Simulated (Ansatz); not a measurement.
Planning a run of Ansatz 0.2.0 on B4C (R-3m). The input:

```yaml
crystal:
  lattice:
    - [2.8167559445, 1.6262548028, 4.02581659]
    - [-2.8167559445, 1.6262548028, 4.02581659]
    - [0.0, -3.2525096056, 4.02581659]
  atoms:
    - { symbol: B, position: [0.30861965, 0.80644137, 0.80644137] }
    - { symbol: B, position: [0.80644137, 0.80644137, 0.30861965] }
    - { symbol: B, position: [0.80644137, 0.30861965, 0.80644137] }
    - { symbol: B, position: [0.69138035, 0.19355863, 0.19355863] }
    - { symbol: B, position: [0.19355863, 0.19355863, 0.69138035] }
    - { symbol: B, position: [0.19355863, 0.69138035, 0.19355863] }
    - { symbol: B, position: [0.67011697, 0.99407128, 0.99407128] }
    - { symbol: B, position: [0.99407128, 0.99407128, 0.67011697] }
    - { symbol: B, position: [0.99407128, 0.67011697, 0.99407128] }
    - { symbol: B, position: [0.32988303, 0.00592872, 0.00592872] }
    - { symbol: B, position: [0.00592872, 0.00592872, 0.32988303] }
    - { symbol: B, position: [0.00592872, 0.32988303, 0.00592872] }
    - { symbol: C, position: [0.60986435, 0.60986435, 0.60986435] }
    - { symbol: C, position: [0.39013565, 0.39013565, 0.39013565] }
    - { symbol: C, position: [0.5, 0.5, 0.5] }
kpoints:
  mp_grid: { grid: [4, 4, 4] }
hamiltonian:
  xc: lda
  pseudopotentials: { kind: paw, source: ansatz }
scf:
  occupations: { method: fixed }
gw:
  n_empty_bands: 658
  ecut_chi: 190.0
  qp_bands: [v4, c4]
  qp_kpoints: band_edges
  screening: { model: contour_deformation }
```

```sh
ansatz run input.yaml --threads 4 --pin off --max-ram 138240MiB --backend cuda --events-out ev --progress --plain --runs-dir out --devices 1 --max-vram 26GiB
```

Estimate wall time and host memory on 1 × NVIDIA H100 80GB HBM3 (shared by 3 runs) with 4 threads of AMD EPYC 7R13 (Zen 3), shared host.

It took 42 s; on shared hardware allow 21 s to 84 s. Peak host memory was 3.0 GiB. The sizes that set the cost: 5887 plane waves a state, 13 irreducible k points, 682 bands summed, 663 plane waves in the screening and 8 SCF cycles.

The screening grows as filled bands × empty bands × pairs of k points, times the square of the screening basis for the matrix.

[Paths, hosts, dates, memory and timing lines, banners, echoed tables and standing remarks are left out of the program output.]

[Logs are printed without paths, hosts, clocks, repeated set-up lines and the standing remarks that a program may print on its own settings, such as how far it seeks lower states.]

[Runs of the session that timed out or met a known fault of the program may be left out.]

[Cells called generated may have been cut or substituted from an entry of the Crystallography Open Database or the Materials Project.]

[Hosts, paths, dates, database ids (printed as entryN), source tags and the programs' standing remarks are cut or masked in the printed files.]
